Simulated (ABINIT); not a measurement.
# Calculated records

### Diamond (Fd-3m, 2 atoms a cell): a self-consistent loop beyond G0W0, cycle by cycle

The structure is cubic, space group Fd-3m (No. 227). The conventional cell has a = 3.567 Å, b = 3.567 Å, c = 3.567 Å, α = 90.00°, β = 90.00°, γ = 90.00°. Nearest to C lie 4 C at 1.54 Å.

* method: RPA screening on PBE from quasiparticle energies and orbitals, plane waves, norm-conserving pseudopotentials (and 4 further levels or steps)
* program: ABINIT 10.8.3
* settings: cutoff 37 Ha, PseudoDojo scalar-relativistic 0.4.1 standard, norm-conserving, ngkpt (6, 6, 6), nband 56, ecuteps 8 Ha, gwcalctyp 28, inclvkb 2, shiftk (0, 0, 0), symchi 1, awtr 1, frequency ppm, cycle 5, q points all but q = 0, 6×6×6 k-mesh
* cost: 16 runs, 4 min in all on 8 MPI ranks of Arm Neoverse V2, shared host
* notes: The cell and positions come from the Crystallography Open Database and are kept as given unless a step says otherwise. The 6×6×6 mesh is coarse for this cell, which bears on the long-range parts of exchange and screening.
* G0W0: 5.481 eV
* QSGW, cycle 1: 5.712 eV
* QSGW, cycle 2: 5.816 eV
* QSGW, cycle 3: 5.856 eV
* QSGW, cycle 4: 5.865 eV
* QSGW, cycle 5: 5.879 eV
* known limits: short of the basis limit; coarse k mesh

Only the bands that the input lists are updated; the higher empty ones keep the functional's energies. QSGW ends at 5.88 eV, +0.40 eV from G0W0, after 5 cycles that took 3.9 min beside the first screening; the last moved the gap by 0.014 eV.

[Paths, hosts, dates, memory and timing lines, banners, echoed tables and standing remarks are left out of the program output; an Ansatz launch command may be rebuilt from the run's recorded settings. Measured values are a selection of at most five: reports struck by readers or far from the other reports are left out. None is set beside runs whose start may be inverted or whose files or cutoffs have a known fault.]

[Runs of the session that timed out or met a known fault of the program may be left out.]

[Hosts, paths, dates, database ids (printed as entryN), source tags and the programs' standing remarks are cut or masked in the printed files.]

[G0W0 gaps are taken among the corrected bands and points alone; a level outside them can change the order at an edge.]

[Where Ansatz stands beside ABINIT at settings called matched, ABINIT's density can come from a denser mesh and the files from another edition; pairs whose starting gaps differed by over 0.03 eV were left out, so agreement reads better than it is.]
